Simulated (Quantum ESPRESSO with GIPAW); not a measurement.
# BN (Qingsongite): NMR parameters from first principles

Wanted: NMR shieldings for each site of BN (Qingsongite).

**The experiment.** The 14N shift is -360 ppm against nitromethane, in “Atomic-Level Structure of Mesoporous Hexagonal Boron Nitride Determined by High-Resolution Solid-State Multinuclear Magnetic Resonance Spectroscopy and Density” (Dorn et al., Chem. Mater. 34, 1649, 2022), quoting earlier work.

Calculated with Quantum ESPRESSO with GIPAW 8.0dev (patched build); DFT, PBEsol, plane-wave PAW (pslibrary 1.0.0 recipes), scalar-relativistic, GIPAW; a patched development version of the program.

## (1) The structure

It takes space group F-43m (No. 216, cubic). Conventional cell: a = 3.615 Å, b = 3.615 Å, c = 3.615 Å, α = 90.00°, β = 90.00°, γ = 90.00°. N has 4 B at 1.57 Å nearest. B has 4 N at 1.57 Å nearest. Farther neighbours and most contacts between anions are not listed.

As a file:

```cif
data_structure
_symmetry_space_group_name_H-M 'P 1'
_symmetry_Int_Tables_number 1
_cell_length_a 2.5562
_cell_length_b 2.5562
_cell_length_c 2.5562
_cell_angle_alpha 60.000
_cell_angle_beta 60.000
_cell_angle_gamma 60.000
_cell_volume 11.81
loop_
_atom_site_label
_atom_site_type_symbol
_atom_site_fract_x
_atom_site_fract_y
_atom_site_fract_z
_atom_site_occupancy
N1 N 0.25000 0.25000 0.25000 1
B2 B 0.00000 0.00000 0.00000 1
```

The cell is an entry of the Crystallography Open Database.

## (2) Self-consistent run

First the ground state. The response equations take the occupied wavefunctions as exact, so conv_thr is set much tighter than for an energy. No empty states are asked for: the response is solved without them. The mesh has a spacing of 0.34 Å⁻¹ at most. The PAW files were made with ld1.x from the pslibrary 1.0.0 recipes, with GIPAW reconstruction switched on.

Input file scf.in:

```
&control
  calculation = 'scf'
  prefix = 'x'
  outdir = './tmp/'
  pseudo_dir = './'
/
&system
  ibrav = 0
  nat = 2
  ntyp = 2
  ecutwfc = 55
  ecutrho = 340
  nbnd = 4
/
&electrons
  conv_thr = 1.0d-10
  mixing_beta = 0.7
  electron_maxstep = 100
/
ATOMIC_SPECIES
  N 14.007 N.pbesol-n-kjpaw_psl.1.0.0-gipaw.UPF
  B 10.810 B.pbesol-n-kjpaw_psl.1.0.0-gipaw.UPF
CELL_PARAMETERS angstrom
  0.00000000 1.80750000 1.80750000
  1.80750000 0.00000000 1.80750000
  1.80750000 1.80750000 0.00000000
ATOMIC_POSITIONS crystal
  N 0.25000000 0.25000000 0.25000000
  B 0.00000000 0.00000000 0.00000000
K_POINTS automatic
  9 9 9 0 0 0
```

The run is started by

```bash
$ mpirun -np 4 pw.x -nk 4 -in scf.in > scf.out
```

What it wrote:

```text
[...]
as large as its charge; the limit is 4.5
     Functions over the limit replaced by smooth ones with the moment of the charge, as mend_augmentation asks: 2
     This moves results (see INPUT_PW). Waves and levels in the save fit builds from 8.0dev_s219 on
     using ibrav=0 with symmetry is DISCOURAGED, use correct ibrav instead

     bravais-lattice index     =            0
     lattice parameter (alat)  =       4.8305  a.u.
     unit-cell volume          =      79.7006 (a.u.)^3
     number of atoms/cell      =            2
     number of atomic types    =            2
     number of electrons       =         8.00
     number of Kohn-Sham states=            4
     kinetic-energy cutoff     =      55.0000  Ry
     charge density cutoff     =     340.0000  Ry
     scf convergence threshold =      1.0E-10
     mixing beta               =       0.7000
     number of iterations used =            8  plain     mixing
     Exchange-correlation= SLA-PW-PSX-PSC
                           (   1   4  10   8   0   0   0)
[...]
N                 5.00    14.00700     N ( 1.00)
     B                 3.00    10.81000     B ( 1.00)

     24 Sym. Ops. (no inversion) found
[...]
number of k points=    35
[...]
Dense  grid:     8393 G-vectors     FFT dimensions: (  30,  30,  30)

     Smooth grid:     4477 G-vectors     FFT dimensions: (  24,  24,  24)

     Check: negative core charge=   -0.000007

     Initial potential from superposition of free atoms

     starting charge       7.9997, renormalised to       8.0000
     Starting wfcs are    8 randomized atomic wfcs

     Self-consistent Calculation

     iteration #  1     ecut=    55.00 Ry     beta= 0.70
     Davidson diagonalization with overlap
     ethr =  1.00E-02,  avg # of iterations =  2.0

     total energy              =     -39.13692856 Ry
     estimated scf accuracy    <       0.21633462 Ry

     iteration #  2     ecut=    55.00 Ry     beta= 0.70
     Davidson diagonalization with overlap
     ethr =  2.70E-03,  avg # of iterations =  2.0

     total energy              =     -39.19525484 Ry
     estimated scf accuracy    <       0.06600848 Ry

     iteration #  3     ecut=    55.00 Ry     beta= 0.70
     Davidson diagonalization with overlap
     ethr =  8.25E-04,  avg # of iterations =  2.0

     total energy              =     -39.20296722 Ry
     estimated scf accuracy    <       0.00151919 Ry

[...]
total energy              =     -39.20378235 Ry
[...]
iteration # 12     ecut=    55.00 Ry     beta= 0.70
     Davidson diagonalization with overlap
     ethr =  1.92E-10,  avg # of iterations =  2.7

     total energy              =     -39.20378237 Ry
     estimated scf accuracy    <          1.2E-09 Ry

     iteration # 13     ecut=    55.00 Ry     beta= 0.70
     Davidson diagonalization with overlap
     ethr =  1.52E-11,  avg # of iterations =  2.4

     End of self-consistent calculation
     [one-electron energies left out]

!    total energy              =     -39.20378237 Ry
     total all-electron energy =      -158.771418 Ry
     estimated scf accuracy    <          1.7E-11 Ry

     The total energy is the sum of the following terms:
     one-electron contribution =       4.97185270 Ry
     hartree contribution      =       3.56521301 Ry
     xc contribution           =      -8.80115077 Ry
     ewald contribution        =     -26.34078590 Ry
     one-center paw contrib.   =     -12.59891141 Ry

     convergence has been achieved in  13 iterations
[...]
JOB DONE.
```

Run time: 2.2 s. Hardware: 4 MPI ranks of Arm Neoverse V1, shared host; peak memory 0.2 GiB.

It converged in 13 cycles to an estimated accuracy of 2e-11 Ry, on 35 irreducible k-points.

## (3) Magnetic response

A uniform field breaks periodicity, so gipaw.x applies it as a wave of small q and takes the limit. It solves for the first-order states, builds the induced current and gets the field at each nucleus by Biot–Savart; the PAW spheres add what the smooth waves miss near the nuclei. pawproj makes the reconstruction use the PAW data sets' own projectors.

Input file nmr.in:

```
&inputgipaw
  job = 'nmr'
  prefix = 'x'
  tmp_dir = './tmp/'
  restart_mode = 'from_scratch'
  verbosity = 'low'
  q_gipaw = 0.01
  spline_ps = .true.
  conv_threshold = 1.0d-11
  use_nmr_macroscopic_shape = .false.
  pawproj(1) = .true.
  pawproj(2) = .true.
/
```

The run is started by

```bash
$ mpirun -np 4 gipaw.x -in nmr.in > nmr.out
```

What it wrote:

```text
[banner, memory and clock lines left out]
[a note of our patched build left out]

     Parallelizing q-star over 1 images

     IMPORTANT: XC functional enforced from input :
     Exchange-correlation= PBESOL
                           (   1   4  10   8   0   0   0)
     Any further DFT definition will be discarded
     Please, verify this is what you really want

     In N.pbesol-n-kjpaw_psl.1.0.0-gipaw.UPF the largest augmentation function (projectors 1 and 4, L = 1) is 9.4 times
     as large as its charge; the limit is 4.5
     Functions over the limit replaced by smooth ones with the moment of the charge, as in the saved run: 2

     Check: negative core charge=   -0.000007
[...]
alpha_pv=     40.5425 eV

     spline_ps is .false., expect some extrapolation errors

     q-space interpolation up to    66.00 Rydberg

     GIPAW job: nmr
     NMR macroscopic correction: no
[...]
Computing the magnetic susceptibility     isolve=0    ethr=  0.1000E-10
     Starting from scratch
     k-point #    1 of    35      pool #  1    cpu time:       0.4
[...]
End of magnetic susceptibility calculation

     f-sum rule (1st term):
            -7.7945          0.0000          0.0000
             0.0000         -7.7945         -0.0000
             0.0000         -0.0000         -7.7945

     f-sum rule (2nd term):
            -0.1116         -0.0000         -0.0000
            -0.0000         -0.1116          0.0000
            -0.0000          0.0000         -0.1116

     f-sum rule (should be    -7.9036):
            -7.9061          0.0000          0.0000
             0.0000         -7.9061         -0.0000
             0.0000         -0.0000         -7.9061

[... susceptibilities left out ...]
     Contributions to the NMR chemical shifts: -------------------------------

     Macroscopic shape contribution in ppm:                    0.00
             0.0000          0.0000          0.0000
             0.0000          0.0000          0.0000
             0.0000          0.0000          0.0000

     Core contribution in ppm:

     Atom  1  N   pos: (  0.353553  0.353553  0.353553)  core sigma:         235.22
     Atom  2  B   pos: (  0.000000  0.000000  0.000000)  core sigma:         164.77

     Bare contribution in ppm:

     Atom  1  N   pos: (  0.353553  0.353553  0.353553)  bare sigma:          31.64
[...]
Atom  2  B   pos: (  0.000000  0.000000  0.000000)  bare sigma:         -49.87
[...]
Diamagnetic contribution in ppm:

     Atom  1  N   pos: (  0.353553  0.353553  0.353553)  dia sigma:           7.27
[...]
Atom  2  B   pos: (  0.000000  0.000000  0.000000)  dia sigma:           3.12
[...]
Paramagnetic contribution in ppm:

     Atom  1  N   pos: (  0.353553  0.353553  0.353553)  para sigma:         -33.05
[...]
Atom  2  B   pos: (  0.000000  0.000000  0.000000)  para sigma:         -31.83
[...]
Paramagnetic US occ-occ contribution in ppm:

     Atom  1  N   pos: (  0.353553  0.353553  0.353553)  para_oo sigma:          -0.10
[...]
Atom  2  B   pos: (  0.000000  0.000000  0.000000)  para_oo sigma:          -0.13
[...]
Paramagnetic US L_R Q_R contribution in ppm:

     Atom  1  N   pos: (  0.353553  0.353553  0.353553)  para_lq sigma:         -47.91
[...]
Atom  2  B   pos: (  0.000000  0.000000  0.000000)  para_lq sigma:          -2.96
[...]
Total NMR chemical shifts in ppm: ---------------------------------------
     (adopting the Simpson convention for anisotropy and asymmetry)-----------

     Atom  1  N   pos: (  0.353553  0.353553  0.353553)  Total sigma:         193.07
           193.0747          0.0000          0.0000
             0.0000        193.0747          0.0000
             0.0000          0.0000        193.0747

     N       1    anisotropy:     -0.00    eta:    0.0000
[...]
Atom  2  B   pos: (  0.000000  0.000000  0.000000)  Total sigma:          83.12
            83.1198         -0.0000         -0.0000
            -0.0000         83.1198         -0.0000
            -0.0000         -0.0000         83.1198

     B       2    anisotropy:     -0.00    eta:    0.0000
[...]
```

Wall time 11 s (4 MPI ranks); peak memory 0.19 GiB; 42 s of CPU time.

The f-sum rule is met to 0.0025 of 7.9 (0.03 %). Converged shieldings require that this miss be small, but a small miss does not prove them. This build smooths some augmentation functions of the files as it reads them, which, it says, moves results; by how much was not measured here.

From the symmetric part of each tensor, with principal values σ11 ≤ σ22 ≤ σ33: σ_iso is their mean, the span is σ33 − σ11 and the skew 3(σ_iso − σ22)/span. (gipaw.x prints an anisotropy in another convention.)

```
site  atom no.  atoms in cell  σ_iso (ppm)  span (ppm)  skew
   N         1              1        193.1         0.0     -
   B         2              1         83.1         0.0     -
```

The macroscopic shape term is switched off. For a spherical sample the valence susceptibility of this run would add about 12 ppm to every site, a rough estimate, since the susceptibility converges slowly and lacks part of the PAW terms. Differences within the crystal don't depend on it, but shieldings of different compounds can't be compared to better than a few ppm without it.

N and B sit on cubic site symmetry, where the tensor must be isotropic.

How the isotropic values are made up (ppm). The core part is that of the free atom's core; bare is the current of the smooth valence states; the last two are what the PAW spheres add to the diamagnetic and the paramagnetic current:

```
site   core   bare  reconstruction, dia  reconstruction, para
   N  235.2   31.6                  7.3                 -81.1
   B  164.8  -49.9                  3.1                 -34.9
```

## (4) From shieldings to shifts

Covalently bonded atoms count as neighbours within 1.18 times the sum of their radii. Otherwise a cation's neighbours lie within 1.2 times its shortest bond (1.3 for large cations, each anion's radius taken off where they differ), and an anion's are the cations that count it.

```
site  atom no.  atoms in cell  surroundings  bonds (Å)  σ_iso (ppm)
   N         1              1   bound to B4      1.565        193.1
   B         2              1           BN4      1.565         83.1
```

## (5) Comparison with the measured values

Without a fitted line the measured shift still tests the calculation: for an exact theory σ + δ is one number for all compounds of a nucleus, up to the shape term, which is left out of σ and differs by some ppm between compounds.

```
nucleus, site  σ_iso (ppm)  measured δ (ppm)  σ + δ (ppm)  σ + δ of other compounds, same level
       14N, N        193.1              -360       -166.9                            AlN -183.1
```

## (6) Outcome

```json
{
  "15N shielding without shape term": "193.1 ppm",
  "11B shielding without shape term": "83.1 ppm"
}
```

**Reading.** 15N has one site (bound to B4), with isotropic shielding 193.1 ppm (shape term left out). A shift needs a reference, δ = σ_ref − σ, fixed on measured compounds; for 15N of this kind at this level too few were at hand, or they scattered too widely about a line, so none is given. For 14N, σ + δ is -166.9 ppm here and -183.1 ppm in AlN: with that reference and slope one the shift would be off by -16.1 ppm. No sound run at another cutoff or mesh is at hand, so convergence rests on the f-sum rule and on experience with these files. This build of gipaw.x prints that it is not audited and that its numbers are no references by themselves. It also reports spline_ps as false although the input sets it; why was not traced.

[Banner, clock, file and message-heading lines were taken out of the pw.x and gipaw.x logs.]

[Logs are printed without paths, hosts, clocks, repeated set-up lines and the standing remarks that a program may print on its own settings, such as how far it seeks lower states.]

[Hosts, paths, dates, database ids (printed as entryN), source tags and the programs' standing remarks are cut or masked in the printed files.]

[Where no reference line passes its bar on scatter, no shift is given, so a measured shift of this compound may stand uncompared.]
